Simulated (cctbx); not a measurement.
# A crystallographic session in cctbx: Ba4V2Cu2S8O

Library: cctbx 2025.11. The data are simulated by the first script.

## 1. Simulate the data

run.py:

```python
from cctbx import adptbx, crystal, miller, sgtbx, xray
from cctbx.array_family import flex
from iotbx.shelx import hklf
from scitbx import matrix
import scitbx.random

cs = crystal.symmetry(unit_cell=(9.522, 9.574, 18.331, 90, 90, 90), space_group_symbol='Hall: -F 2 2')  # Fmmm
atoms = [  # label, site, U (iso, or U11 U22 U33 U12 U13 U23 in A^2), occupancy
    ("Ba1", (0, 0.7551, 0.3671), (0.0131, 0.0101, 0.0155, 0.0000, 0.0000, -0.0001), 1),
    ("Cu1", (0.2772, 0, 0), (0.0210, 0.0204, 0.0238, 0.0000, 0.0000, 0.0000), 1),
    ("V1", (0.75, 0, 0.25), (0.0132, 0.0151, 0.0206, 0.0000, -0.0003, 0.0000), 1),
    ("S1", (0.75, 0.75, 0.25), (0.0219, 0.0120, 0.0114, 0.0000, 0.0000, 0.0000), 1),
    ("S2", (0, 0, 0.2547), (0.0221, 0.0122, 0.0184, 0.0000, 0.0000, 0.0000), 1),
    ("S3", (0.7241, 0, 0.3892), (0.0204, 0.0182, 0.0160, 0.0000, -0.0007, 0.0000), 1),
    ("O1", (0.5, 0, 0), (0.0341, 0.0324, 0.0327, 0.0000, 0.0000, 0.0000), 1),
]
xs = xray.structure(crystal_symmetry=cs)
for label, site, u, occ in atoms:
    u = adptbx.u_cif_as_u_star(cs.unit_cell(), u) if isinstance(u, tuple) else u
    xs.add_scatterer(xray.scatterer(label, site=site, u=u, occupancy=occ))
xs.set_inelastic_form_factors(0.71073, "sasaki")
xs.show_summary()
p1 = xs.expand_to_p1()
ms = miller.build_set(p1, anomalous_flag=True, d_min=1.1)
flex.set_random_seed(750760)
scitbx.random.set_random_seed(750760)
ms = ms.select(flex.random_double(ms.size()) < 0.8)
i = ms.structure_factors_from_scatterers(p1, algorithm="direct").f_calc().as_intensity_array().data()
i = i * 5000 / flex.max(i)
sig = flex.sqrt(i + flex.pow2(0.04 * i) + 8 ** 2)
noise = scitbx.random.variate(scitbx.random.normal_distribution())(i.size())
data = ms.array(data=i + sig * noise, sigmas=sig).set_observation_type_xray_intensity()
with open("data.hkl", "w") as f:
    data.export_as_shelx_hklf(f)
print("reflections written:", data.size(), " <I/sigma> = %.1f" % flex.mean(data.data() / data.sigmas()))
for h, a, b in list(data.sort("data"))[:12]:
    print("%4d%4d%4d %9.1f %7.1f" % (h + (a, b)))
```

```console
$ python run.py
```

```text
Number of scatterers: 7
At special positions: 7
Unit cell: (9.522, 9.574, 18.331, 90, 90, 90)
Space group: F m m m (No. 69)
reflections written: 4239  <I/sigma> = 1.6
   0   4   0    5089.8   212.3
   0  -4   0    4942.2   212.3
   4   0   0    4607.1   187.7
   0   0   8    4115.2   174.3
  -4   0   0    4056.4   187.7
   0   0  -8    3900.9   174.3
  -2  -2   0    3167.3   136.0
   2   2   0    3085.9   136.0
  -4   4   0    2979.5   131.0
   2  -2   0    2969.2   136.0
   4  -4   0    2945.3   131.0
  -4  -4   0    2905.1   131.0
```

It took 0.25 s on 1 thread of Arm Neoverse V2, with other jobs on the host, peak memory 0.07 GiB.

## 2. Refinement (right model)

run.py:

```python
import math
from cctbx import adptbx, crystal, maptbx, sgtbx, xray
from cctbx.array_family import flex
from cctbx.xray import observations
from iotbx.shelx import hklf
from scitbx.lstbx import normal_eqns_solving
from smtbx import absolute_structure, utils
from smtbx.refinement import constraints, least_squares

cs = crystal.symmetry(unit_cell=(9.522, 9.574, 18.331, 90, 90, 90), space_group_symbol='Hall: -F 2 2')  # Fmmm
atoms = [  # label, site, U (iso, or U11 U22 U33 U12 U13 U23 in A^2), occupancy
    ("Ba1", (0, 0.7492, 0.3664), 0.0200, 1),
    ("Cu1", (0.2734, 0, 0), 0.0200, 1),
    ("V1", (0.75, 0, 0.25), 0.0200, 1),
    ("S1", (0.75, 0.75, 0.25), 0.0200, 1),
    ("S2", (0, 0, 0.2555), 0.0200, 1),
    ("S3", (0.7245, 0, 0.389), 0.0200, 1),
    ("O1", (0.5, 0, 0), 0.0200, 1),
]
xs = xray.structure(crystal_symmetry=cs)
for label, site, u, occ in atoms:
    u = adptbx.u_cif_as_u_star(cs.unit_cell(), u) if isinstance(u, tuple) else u
    xs.add_scatterer(xray.scatterer(label, site=site, u=u, occupancy=occ))
xs.set_inelastic_form_factors(0.71073, "sasaki")
raw = hklf.reader(file_name="data.hkl").as_miller_arrays(crystal_symmetry=cs, anomalous=True)[0]
merged = raw.eliminate_sys_absent().merge_equivalents()
fo2 = merged.array().set_observation_type_xray_intensity()
print("Rint %.3f, %d unique reflections to %.2f A" % (merged.r_int(), fo2.size(), fo2.d_min()))
for sc in xs.scatterers():
    sc.flags.set_grad_site(True)
    sc.flags.set_grad_u_aniso(sc.flags.use_u_aniso())
    sc.flags.set_grad_u_iso(sc.flags.use_u_iso())
obs = fo2.as_xray_observations()
extra = {}
rep = constraints.reparametrisation(xs, [], utils.connectivity_table(xs), **extra)
ls = least_squares.crystallographic_ls(obs, rep, weighting_scheme=least_squares.mainstream_shelx_weighting(a=0, b=0))
print("cycle     R1     wR2    GooF  max shift (A)")
for cycle in range(8):
    ls.build_up()
    r1, wr2, goof = ls.r1_factor(cutoff_factor=2)[0], ls.wR2(), ls.goof()
    old = xs.sites_cart()
    normal_eqns_solving.levenberg_marquardt_iterations(ls, n_max_iterations=3, tau=1e-06, step_threshold=1e-7)
    big = flex.max((xs.sites_cart() - old).norms())
    print("%4d %7.4f %7.4f %7.3f %9.5f" % (cycle + 1, r1, wr2, goof, big))
    ls.build_up(objective_only=True)
    if abs(ls.wR2() - wr2) < 5e-5 and big < 5e-4:
        break
ls.build_up()
print("final R1 %.4f wR2 %.4f GooF %.3f  parameters %d  data/parameter %.1f" % (ls.r1_factor(cutoff_factor=2)[0], ls.wR2(), ls.goof(), ls.n_parameters, fo2.size() / ls.n_parameters))
cov = ls.covariance_matrix_and_annotations()
su = dict(zip(cov.annotations, (math.sqrt(max(v, 0)) for v in cov.matrix.matrix_packed_u_diagonal())))
a2 = cs.unit_cell().reciprocal_parameters()[0] ** -2
print("atom        x        y        z      Ueq    occ   su(xyz)  su(Uiso or U11)")
for sc in xs.scatterers():
    s = max(su.get(sc.label + k, 0) for k in (".x", ".y", ".z"))
    npd = "" if sc.is_positive_definite_u(cs.unit_cell()) else "  NPD"
    print("%-5s %8.5f %8.5f %8.5f %8.4f %6.3f %8.5f %7.4f%s" % ((sc.label,) + sc.site + (sc.u_iso_or_equiv(cs.unit_cell()), sc.occupancy, s, su.get(sc.label + ".uiso", su.get(sc.label + ".u11", 0) * a2), npd)))
fo = fo2.f_sq_as_f()
fc = fo.structure_factors_from_scatterers(xs, algorithm="direct").f_calc()
diff = fo.f_obs_minus_f_calc(1 / math.sqrt(ls.scale_factor()), fc).average_bijvoet_mates()
m = diff.fft_map(symmetry_flags=maptbx.use_space_group_symmetry, resolution_factor=0.25).apply_volume_scaling()
print("difference map: max %.2f min %.2f rms %.2f" % (m.statistics().max(), m.statistics().min(), m.statistics().sigma()))
peaks = m.peak_search(parameters=maptbx.peak_search_parameters(min_distance_sym_equiv=0.6, max_clusters=6)).all()
near = xs.closest_distances(peaks.sites(), distance_cutoff=4)
sps = cs.special_position_settings(min_distance_sym_equiv=0.5)
for k, (x, h) in enumerate(zip(peaks.sites(), peaks.heights())):
    ss = sps.site_symmetry(x)
    print("Q%-3d %7.4f %7.4f %7.4f %4d %7.2f  %.2f A from %s" % ((k + 1,) + tuple(t % 1 for t in ss.exact_site()) + (ss.multiplicity(), h, near.smallest_distances[k], xs.scatterers()[near.i_seqs[k]].label)))
```

```console
$ python run.py
```

```text
Rint 0.054, 207 unique reflections to 1.10 A
cycle     R1     wR2    GooF  max shift (A)
   1  0.0872  0.1697   3.438   0.05462
   2  0.0224  0.0486   0.984   0.00002
final R1 0.0224 wR2 0.0486 GooF 0.984  parameters 13  data/parameter 15.9
atom        x        y        z      Ueq    occ   su(xyz)  su(Uiso or U11)
Ba1    0.00000  0.75475  0.36710   0.0131  1.000  0.00012  0.0004
Cu1    0.27710  0.00000  0.00000   0.0212  1.000  0.00030  0.0008
V1     0.75000  0.00000  0.25000   0.0153  1.000  0.00000  0.0009
S1     0.75000  0.75000  0.25000   0.0154  1.000  0.00000  0.0013
S2     0.00000  0.00000  0.25418   0.0169  1.000  0.00039  0.0014
S3     0.72338  0.00000  0.38912   0.0178  1.000  0.00041  0.0011
O1     0.50000  0.00000  0.00000   0.0313  1.000  0.00000  0.0059
difference map: max 0.87 min -0.88 rms 0.23
Q1    0.0000  0.1636  0.2324   16    0.90  1.62 A from S2
Q2    0.0000  0.1266  0.1048   16    0.87  1.33 A from Ba1
Q3    0.1415  0.0000  0.2280   16    0.87  1.11 A from V1
Q4    0.0873  0.0000  0.4336   16    0.84  1.47 A from O1
Q5    0.2633  0.0000  0.0379   16    0.80  0.71 A from Cu1
Q6    0.0000  0.2261  0.4018   16    0.78  0.66 A from Ba1
```

Time: 0.39 s.

## 3. Simulate the data

run.py, as its changes from the last script of this kind:

```diff
@@ -24 +24 @@
-ms = miller.build_set(p1, anomalous_flag=True, d_min=1.1)
+ms = miller.build_set(p1, anomalous_flag=True, d_min=0.84)
```

```console
$ python run.py
```

```text
Number of scatterers: 7
At special positions: 7
Unit cell: (9.522, 9.574, 18.331, 90, 90, 90)
Space group: F m m m (No. 69)
reflections written: 9482  <I/sigma> = 1.4
   0   4   0    4747.0   212.3
   4   0   0    4535.4   187.7
  -4   0   0    4390.1   187.7
   0   0   8    4116.3   174.3
   0   0  -8    4002.7   174.3
   4   4   0    3194.0   131.0
  -2   2   0    3133.4   136.0
   2   2   0    3047.1   136.0
  -4   4   0    3045.8   131.0
  -2  -2   0    3036.5   136.0
   2  -2   0    3028.6   136.0
  -4  -4   0    3027.5   131.0
```

Time: 0.29 s.

## 4. Refinement (right model)

run.py, as its changes from the last script of this kind:

```diff
@@ -12,2 +12,2 @@
-    ("Ba1", (0, 0.7492, 0.3664), 0.0200, 1),
-    ("Cu1", (0.2734, 0, 0), 0.0200, 1),
+    ("Ba1", (0, 0.7558, 0.3662), 0.0200, 1),
+    ("Cu1", (0.2794, 0, 0), 0.0200, 1),
@@ -16,2 +16,2 @@
-    ("S2", (0, 0, 0.2555), 0.0200, 1),
-    ("S3", (0.7245, 0, 0.389), 0.0200, 1),
+    ("S2", (0, 0, 0.2541), 0.0200, 1),
+    ("S3", (0.7236, 0, 0.3912), 0.0200, 1),
@@ -24,0 +25 @@
+xs.convert_to_anisotropic()
```

```console
$ python run.py
```

```text
Rint 0.065, 435 unique reflections to 0.84 A
cycle     R1     wR2    GooF  max shift (A)
   1  0.0814  0.1796   3.359   0.03403
   2  0.0261  0.0529   0.988   0.00001
final R1 0.0261 wR2 0.0529 GooF 0.988  parameters 30  data/parameter 14.5
atom        x        y        z      Ueq    occ   su(xyz)  su(Uiso or U11)
Ba1    0.00000  0.75509  0.36709   0.0129  1.000  0.00008  0.0003
Cu1    0.27721  0.00000  0.00000   0.0217  1.000  0.00022  0.0014
V1     0.75000  0.00000  0.25000   0.0158  1.000  0.00000  0.0011
S1     0.75000  0.75000  0.25000   0.0149  1.000  0.00000  0.0016
S2     0.00000  0.00000  0.25467   0.0183  1.000  0.00029  0.0017
S3     0.72410  0.00000  0.38936   0.0187  1.000  0.00029  0.0021
O1     0.50000  0.00000  0.00000   0.0397  1.000  0.00000  0.0124
difference map: max 1.68 min -1.82 rms 0.36
Q1    0.1693  0.0000  0.2893   16    1.68  1.05 A from V1
Q2    0.0000  0.0824  0.0000    8    1.55  2.75 A from Cu1
Q3    0.0000  0.0000  0.2333    8    1.28  0.39 A from S2
Q4    0.1599  0.2284  0.5000   16    1.26  2.27 A from Cu1
Q5    0.0686  0.0985  0.3173   32    1.21  1.62 A from S2
Q6    0.0502  0.0564  0.4306   32    1.18  1.46 A from O1
```

Time: 0.4 s.

## 5. Simulate the data

run.py, as its changes from the last script of this kind:

```diff
@@ -24 +24 @@
-ms = miller.build_set(p1, anomalous_flag=True, d_min=0.84)
+ms = miller.build_set(p1, anomalous_flag=True, d_min=0.6)
```

```console
$ python run.py
```

```text
Number of scatterers: 7
At special positions: 7
Unit cell: (9.522, 9.574, 18.331, 90, 90, 90)
Space group: F m m m (No. 69)
reflections written: 25997  <I/sigma> = 1.0
   0   4   0    5065.6   212.3
   0  -4   0    5059.3   212.3
   4   0   0    4449.0   187.7
  -4   0   0    4310.5   187.7
   0   0   8    4022.8   174.3
   0   0  -8    3817.4   174.3
   2  -2   0    3204.4   136.0
  -2   2   0    3164.9   136.0
   0  -4   8    3078.6   122.7
  -2  -2   0    3003.1   136.0
  -4   4   0    2901.8   131.0
  -4  -4   0    2889.3   131.0
```

Time: 0.38 s.

## 6. Refinement (right model)

run.py, as its changes from the last script of this kind:

```diff
@@ -12,2 +12,2 @@
-    ("Ba1", (0, 0.7558, 0.3662), 0.0200, 1),
-    ("Cu1", (0.2794, 0, 0), 0.0200, 1),
+    ("Ba1", (0, 0.7564, 0.3657), 0.0200, 1),
+    ("Cu1", (0.2788, 0, 0), 0.0200, 1),
@@ -17 +17 @@
-    ("S3", (0.7236, 0, 0.3912), 0.0200, 1),
+    ("S3", (0.7268, 0, 0.39), 0.0200, 1),
```

```console
$ python run.py
```

```text
Rint 0.100, 1140 unique reflections to 0.60 A
cycle     R1     wR2    GooF  max shift (A)
   1  0.1397  0.2722   3.741   0.02933
   2  0.0328  0.0693   0.952   0.00000
final R1 0.0328 wR2 0.0693 GooF 0.952  parameters 30  data/parameter 38.0
atom        x        y        z      Ueq    occ   su(xyz)  su(Uiso or U11)
Ba1    0.00000  0.75511  0.36708   0.0128  1.000  0.00005  0.0001
Cu1    0.27699  0.00000  0.00000   0.0218  1.000  0.00015  0.0008
V1     0.75000  0.00000  0.25000   0.0163  1.000  0.00000  0.0006
S1     0.75000  0.75000  0.25000   0.0149  1.000  0.00000  0.0008
S2     0.00000  0.00000  0.25448   0.0178  1.000  0.00022  0.0010
S3     0.72409  0.00000  0.38924   0.0180  1.000  0.00017  0.0010
O1     0.50000  0.00000  0.00000   0.0346  1.000  0.00000  0.0081
difference map: max 3.41 min -3.53 rms 0.66
Q1    0.0367  0.1533  0.0000   16    3.55  2.65 A from Ba1
Q2    0.1567  0.0000  0.1392   16    3.10  0.83 A from S3
Q3    0.0000  0.1653  0.4791   16    2.94  1.63 A from O1
Q4    0.0000  0.0000  0.3711    8    2.80  2.14 A from S2
Q5    0.0769  0.0862  0.3514   32    2.74  1.71 A from Ba1
Q6    0.1927  0.0000  0.5000    8    2.67  0.29 A from Cu1
```

It took 0.47 s on 1 thread of Arm Neoverse V2, on a shared host, peak memory 0.1 GiB.

[Logs are printed without paths, hosts, clocks, repeated set-up lines and the standing remarks that a program may print on its own settings, such as how far it seeks lower states.]
